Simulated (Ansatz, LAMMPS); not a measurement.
**Amorphous trans-polyacetylene (as short chains C16H20) at 250 K (72 atoms) in motion**

Wanted: a short trajectory of amorphous trans-polyacetylene (as short chains C16H20) at 250 K (72 atoms) with its pair distributions.

Program: Ansatz 0.2.0. Level of theory: Kohn-Sham DFT, r2SCAN+D3(BJ), PAW (set soft_2), plane waves. Results are calculated unless marked as measured.

## Step 1: The structure

The cell holds 72 atoms: 32 C and 40 H. Cell: a = 8.686 Å, b = 8.686 Å, c = 8.686 Å, α = 90.0°, β = 90.0°, γ = 90.0°. 2 trans-polyacetylene chains of 7 units with methyl end groups placed at random, at 1.08 g/cm³; overlaps pushed apart, then 20 ps at 800 K with MMFF94 bonds, angles, torsions, charges and radii (Halgren, J. Comput. Chem. 17, 490 (1996)) in harmonic and 12-6 forms. Snapshot after 30 ps at 250 K and fixed volume.

Limits known from the start: The network of contacts between molecules at the start is that of the classical potential that made the cell. The density was typed from a rule of thumb and may lie off the real one at this temperature.

## Step 2: Single point at the start

A single point comes first, to see the forces before anything moves.

input.yaml

```yaml
crystal:
  lattice:
    - [8.68621, 0.0, 0.0]
    - [0.0, 8.68621, 0.0]
    - [0.0, 0.0, 8.68621]
  atoms:
    - { symbol: C, position: [0.93056, 0.65677, 0.0231] }
    - { symbol: C, position: [0.84136, 0.80186, 0.00079] }
    - { symbol: C, position: [0.73877, 0.84035, 0.10827] }
    - { symbol: C, position: [0.62677, 0.95247, 0.07883] }
    [... 62 atom lines left out ...]
    - { symbol: H, position: [0.18769, 0.81316, 0.64948] }
    - { symbol: H, position: [0.19815, 0.94102, 0.99036] }
    - { symbol: H, position: [0.29083, 0.6458, 0.82849] }
    - { symbol: H, position: [0.32218, 0.7678, 0.16404] }
    - { symbol: H, position: [0.47208, 0.68018, 0.06399] }
    - { symbol: H, position: [0.29736, 0.57202, 0.08875] }
kpoints:
  mp_grid: { grid: [1, 1, 1] }
hamiltonian:
  xc: r2scan
  dispersion: d3bj
scf:
  occupations: { method: gaussian, width: 0.05 }
output:
  forces: true
```

Launch:

```sh
> ansatz run input.yaml --threads 4 --pin off --max-ram 8192MiB --backend cpu --events-out ev --progress --plain --runs-dir out
```

It took 5.8 s on 4 threads of Intel Xeon 6975P-C (Granite Rapids), shared host; peak memory 1.7 GiB; 22 s of CPU time.

Notices of the run: dispersion damping borrowed.

Read from the output:

```yaml
free_energy: -8690.6278 eV
free_energy_per_atom: -120.7032 eV/atom
scf_cycles: 10
r_m_s_force_component: 0.8972 eV/Å
longest_force: 3.927 eV/Å
fermi_energy: 2.052 eV
```

The r.m.s. force component of 0.90 eV/Å sets the starting point.

Neighbours are counted within 1.34 Å (H-C), 1.85 Å (C-C).

Length of the force by element and coordination:

```
element  coordination  atoms  mean length of the force (eV/Å)  spread  least  most
      C           all     32                             1.82   0.932  0.388  3.93
      C             3     28                             1.83   0.981  0.388  3.93
      C             4      4                             1.77   0.450   1.23  2.44
      H           all     40                            0.870   0.480  0.298  2.50
```

## Step 3: Dynamics at 250 K

A Langevin thermostat couples each atom to a heat bath, at the price of damped dynamics. The time step is 0.5 fs, short enough for the stretching of bonds to hydrogen.

input.yaml, as its differences from that of step 2:

```diff
@@ -16 +16,8 @@
   forces: true
+md:
+  timestep: 0.5
+  n_steps: 100
+  ensemble: nvt_langevin
+  temperature: 250
+  initial_velocities: maxwell_boltzmann
+  seed: 616
```

Elapsed: 6.1 min, on 4 threads; peak memory 1.8 GiB.

The program notes that it switched symmetry off.

Rows from the run:

```csv
time (fs),T (K),potential (meV/atom)
0.0,247,0.0
3.5,259,-2.7
6.5,284,-5.8
10.0,264,-1.8
13.5,271,-3.1
16.5,270,-3.8
20.0,270,-4.8
23.5,300,-8.1
26.5,275,-6.7
30.0,271,-7.3
33.5,264,-6.1
36.5,257,-3.9
40.0,293,-7.8
43.5,319,-10.3
46.5,274,-3.6
50.0,267,-2.5
```

Mean square displacement from the first frame to the last: C 0.050 Å², H 0.14 Å².

Mean square displacement against time lag:

```
time lag (fs)   C (Å²)   H (Å²)
         0.50   1.6e-5   1.6e-4
         1.50   1.5e-4  0.00141
         2.50   4.0e-4  0.00372
         3.50   7.7e-4  0.00678
         5.50  0.00179   0.0139
         6.50  0.00241   0.0174
         7.50  0.00309   0.0209
         8.50  0.00382   0.0244
         9.50  0.00458   0.0281
        10.50  0.00537   0.0319
        11.50  0.00620   0.0360
        13.50  0.00790   0.0443
        14.50  0.00876   0.0481
        15.50  0.00964   0.0515
        16.50   0.0105   0.0541
        17.50   0.0114   0.0562
        18.50   0.0123   0.0579
        19.50   0.0132   0.0593
        21.50   0.0152   0.0628
        22.50   0.0162   0.0651
        23.50   0.0173   0.0680
        25.00   0.0191   0.0728
```

The drift taken off is the plain mean over atoms, not the centre of mass, so with hydrogen in the cell the heavy atoms' values at short lags are too large.

Over the second half of 50 fs the temperature averages 277 K with swings of 16 K r.m.s. From first frame to last H has the largest mean square displacement, 0.14 Å² at the end; the farthest move is 0.75 Å. The run spans 0.05 ps, too short for its means to be equilibrium values.

## Step 4: Distances and neighbours late in the run

The g(r) is a mean over the second half; what follows it is taken at the last frame.

Bonds before and after, by the cutoffs listed below:

| pair | bonds before | bonds after | mean before (Å) | mean after (Å) | spread before (Å) | spread after (Å) |
| --- | --- | --- | --- | --- | --- | --- |
| H-C | 40 | 40 | 1.083 | 1.097 | 0.025 | 0.030 |
| C-C | 30 | 30 | 1.393 | 1.411 | 0.057 | 0.053 |

Density 1.08 g/cm³, 9.102 Å³ an atom.

Mean of 14 frames. g(r), total and by pair (bins of 0.2 Å):

```csv
r (Å),total,H-H,H-C,C-C
1.00,2.15,0.00,4.34,0.00
1.20,1.24,0.00,2.50,0.00
1.40,1.48,0.00,0.00,7.46
1.60,0.11,0.12,0.00,0.36
1.80,0.35,1.14,0.00,0.00
2.00,0.62,0.61,0.87,0.00
2.20,1.35,0.84,2.20,0.00
2.40,0.96,1.73,0.14,1.81
2.60,1.08,1.25,1.19,0.55
2.80,0.83,0.71,1.24,0.00
3.00,0.90,1.30,0.95,0.13
3.20,1.05,1.27,1.16,0.42
3.40,0.80,0.80,0.78,0.87
3.60,0.96,0.81,0.86,1.43
3.80,1.09,0.73,0.97,1.96
4.00,1.18,0.96,1.38,1.03
4.20,1.03,0.91,1.20,0.77
```

Bonds by pair of elements; cutoffs follow the first minimum of g(r), held within bounds set by covalent radii, and pairs that aren't listed don't count as bonded:

```
pair A-B  cutoff (Å)  bonds  mean length (Å)  spread (Å)  shortest (Å)  B about A  A about B
     H-C        1.34     40             1.10        0.03          1.05          1       1.25
     C-C        1.85     30             1.41       0.053          1.32       1.88       1.88
```

How many atoms have how many bonded neighbours:

```
element  mean   1   3  4
      C  3.12   0  28  4
      H     1  40   0  0
```

Bond angles (no mean is given where the spread exceeds 20°):

| angle | count | mean (°) | spread (°) |
| --- | --- | --- | --- |
| C-C-H | 68 | 117 | 4.1 |
| C-C-C | 28 | 123 | 3.5 |
| H-C-H | 12 | 107 | 4 |

Bond length by coordination (bonds to H left out):

```csv
element,coordination,atoms,mean bond length (Å)
C,3,28,1.41
C,4,4,1.48
```

Counting bonds as in the table, 88 % of C atoms have 3 and all H atoms have 1 bonded neighbour. The C-C-H angle averages 117° with a spread of 4°.

## Step 5: Single point at the last frame

The last frame is solved once more, with the analyses that the dynamics left out.

input.yaml

```yaml
crystal:
  lattice:
    - [8.68621, 0.0, 0.0]
    - [0.0, 8.68621, 0.0]
    - [0.0, 0.0, 8.68621]
  atoms:
    - { symbol: C, position: [0.94796, 0.64357, 0.07173] }
    - { symbol: C, position: [0.85198, 0.76371, 0.01719] }
    - { symbol: C, position: [0.73692, 0.82112, 0.10333] }
    - { symbol: C, position: [0.63468, 0.95124, 0.06549] }
    [... 62 atom lines left out ...]
    - { symbol: H, position: [0.20185, 0.81923, 0.65347] }
    - { symbol: H, position: [0.21728, 0.91862, 0.00343] }
    - { symbol: H, position: [0.32053, 0.65028, 0.81351] }
    - { symbol: H, position: [0.33269, 0.72903, 0.15945] }
    - { symbol: H, position: [0.48078, 0.63813, 0.08128] }
    - { symbol: H, position: [0.30681, 0.53936, 0.09984] }
kpoints:
  mp_grid: { grid: [2, 2, 2] }
hamiltonian:
  xc: r2scan
  dispersion: d3bj
scf:
  occupations: { method: gaussian, width: 0.05 }
output:
  forces: true
  stress: true
  populations: true
  dos:
    method: { smearing: { sigma: 0.15 } }
    de: 0.1
    projected: { site_lists: { C: [C], H: [H] } }
  eigenvalues: true
  write_density: true
  write_potential: true
  volumetric_format: npy
  elf: true
```

Elapsed: 22 s, on 4 threads; peak memory 3.9 GiB; 85 s of CPU time.

The program notes that the exchange-correlation potential is rough where the density is thin.

Numbers from this run:

- free energy: -8690.6245 eV
- free energy per atom: -120.7031 eV/atom
- SCF cycles: 10
- pressure: -1.064 GPa
- r.m.s. force component: 0.8427 eV/Å
- longest force: 3.573 eV/Å
- Fermi energy: 1.909 eV
- gap (highest filled to lowest empty level): 1.32 eV
- spilling of the projection: 0.01167

Neighbours are counted within 1.34 Å (H-C), 1.85 Å (C-C), the cutoffs taken from the dynamics.

Length of the force by element and coordination:

```
element  coordination  atoms  mean length of the force (eV/Å)  spread  least  most
      C           all     32                             1.74   0.658  0.626  3.57
      C             3     28                             1.69   0.580  0.626  2.76
      C             4      4                             2.08   0.987  0.937  3.57
      H           all     40                            0.937   0.432  0.290  2.05
```

Löwdin charges by element and coordination (they lack the spilled electrons, 0.027 e an atom on average):

| element | coordination | atoms | mean charge (e) | spread | least | most |
| --- | --- | --- | --- | --- | --- | --- |
| C | all | 32 | -0.157 | 0.107 | -0.468 | -0.0779 |
| C | 3 | 28 | -0.118 | 0.0184 | -0.153 | -0.0779 |
| C | 4 | 4 | -0.435 | 0.0252 | -0.468 | -0.405 |
| H | all | 40 | 0.175 | 0.015 | 0.131 | 0.208 |

States in the cell by windows of 1 eV, zero at the Fermi level; the larger projections on atomic orbitals stand beside the total:

| from (eV) | to (eV) | total | C p | H s | C s |
| --- | --- | --- | --- | --- | --- |
| -18 | -17 | 12.3 | 1.5 | 1.7 | 8.9 |
| -17 | -16 | 5.1 | 1.1 | 0.7 | 3.3 |
| -16 | -15 | 6.3 | 1.8 | 0.9 | 3.5 |
| -15 | -14 | 5.3 | 1.7 | 0.9 | 2.6 |
| -14 | -13 | 4.1 | 1.5 | 0.7 | 1.9 |
| -13 | -12 | 4.0 | 1.7 | 0.6 | 1.6 |
| -12 | -11 | 5.9 | 2.8 | 1.2 | 1.8 |
| -11 | -10 | 16.5 | 8.0 | 4.6 | 3.5 |
| -10 | -9 | 1.7 | 0.8 | 0.5 | 0.3 |
| -9 | -8 | 12.4 | 9.9 | 1.9 | 0.3 |
| -8 | -7 | 13.6 | 10.0 | 3.0 | 0.5 |
| -7 | -6 | 18.0 | 12.8 | 4.6 | 0.4 |
| -6 | -5 | 24.7 | 17.6 | 6.6 | 0.3 |
| -5 | -4 | 16.9 | 12.9 | 3.8 | 0.1 |
| -4 | -3 | 6.4 | 5.8 | 0.5 | 0.0 |
| -3 | -2 | 4.2 | 4.0 | 0.2 | 0.0 |
| -2 | -1 | 3.8 | 3.6 | 0.1 | 0.0 |
| -1 | 0 | 3.9 | 3.7 | 0.1 | 0.0 |
| 0 | 1 | 2.9 | 2.7 | 0.1 | 0.0 |
| 1 | 2 | 2.6 | 2.4 | 0.1 | 0.0 |
| 2 | 3 | 3.8 | 3.3 | 0.2 | 0.0 |
| 3 | 4 | 10.6 | 6.2 | 1.9 | 0.4 |
| 4 | 5 | 14.6 | 7.4 | 2.9 | 0.9 |

Between -19 and -18 eV lie 3 more states.

The levels nearest the highest filled one (over half full), pooled over k-points and spins:

```csv
level less the highest filled one (eV),occupation
-0.104,2
-0.0669,2
-0.0385,2
-0.0161,2
-0.015,2
0,2
1.32,0
1.36,0
1.45,0
1.49,0
1.50,0
1.50,0
```

Mean Löwdin charges: C -0.16, H +0.17 e (they miss 1.2 % of the electrons, so they add up to more than the cell's charge). The largest share in the top eV of filled states is C p (97 % of the projected weight), and in the lowest eV of empty states C p (97 % of the projected weight).

1 further run on a deliberately doubtful input is not shown.

## Step 6: Outcome

| Property | Result |
| --- | --- |
| mean temperature, second half | 277 K |
| temperature swing, second half | 16.37 K |
| free energy per atom | -120.7031 eV/atom |
| pressure | -1.064 GPa |
| r.m.s. force component | 0.8427 eV/Å |
| gap (highest filled to lowest empty level) | 1.32 eV |
| wall time of the 4 DFT runs, those left out included | 7.7 min |

**Reading.** Over the second half of 50 fs the temperature averages 277 K with swings of 16 K r.m.s. The run spans 0.05 ps, too short for its means to be equilibrium values. Counting bonds as in the table, 88 % of C atoms have 3 and all H atoms have 1 bonded neighbour. The highest filled and lowest empty levels differ by 1.32 eV (on the run's k-points); a semilocal functional tends to put such gaps too low. It is the spacing of short capped chains, not of the long polymer. In a disordered cell it changes from sample to sample, and tail or defect levels can set it.

What to keep in mind: The network of contacts between molecules at the start is that of the classical potential that made the cell; DFT moved the atoms only locally, and no bond changed. The dynamics ran on a 1×1×1 mesh and the single point on 2×2×2, so their forces and energies differ by that too. The pressure of a single frame lacks the kinetic term, about 0.42 GPa here.

[Logs are printed without paths, hosts, clocks, repeated set-up lines and the standing remarks that a program may print on its own settings, such as how far it seeks lower states.]

[Hosts, paths, dates, database ids (printed as entryN), source tags and the programs' standing remarks are cut or masked in the printed files.]

[The MMFF94 radii named for the starting cell were scaled by 0.96; in molecules described by MMFF94, hydrogen bound to N, O or S took a small fixed 12-6 site in their place.]
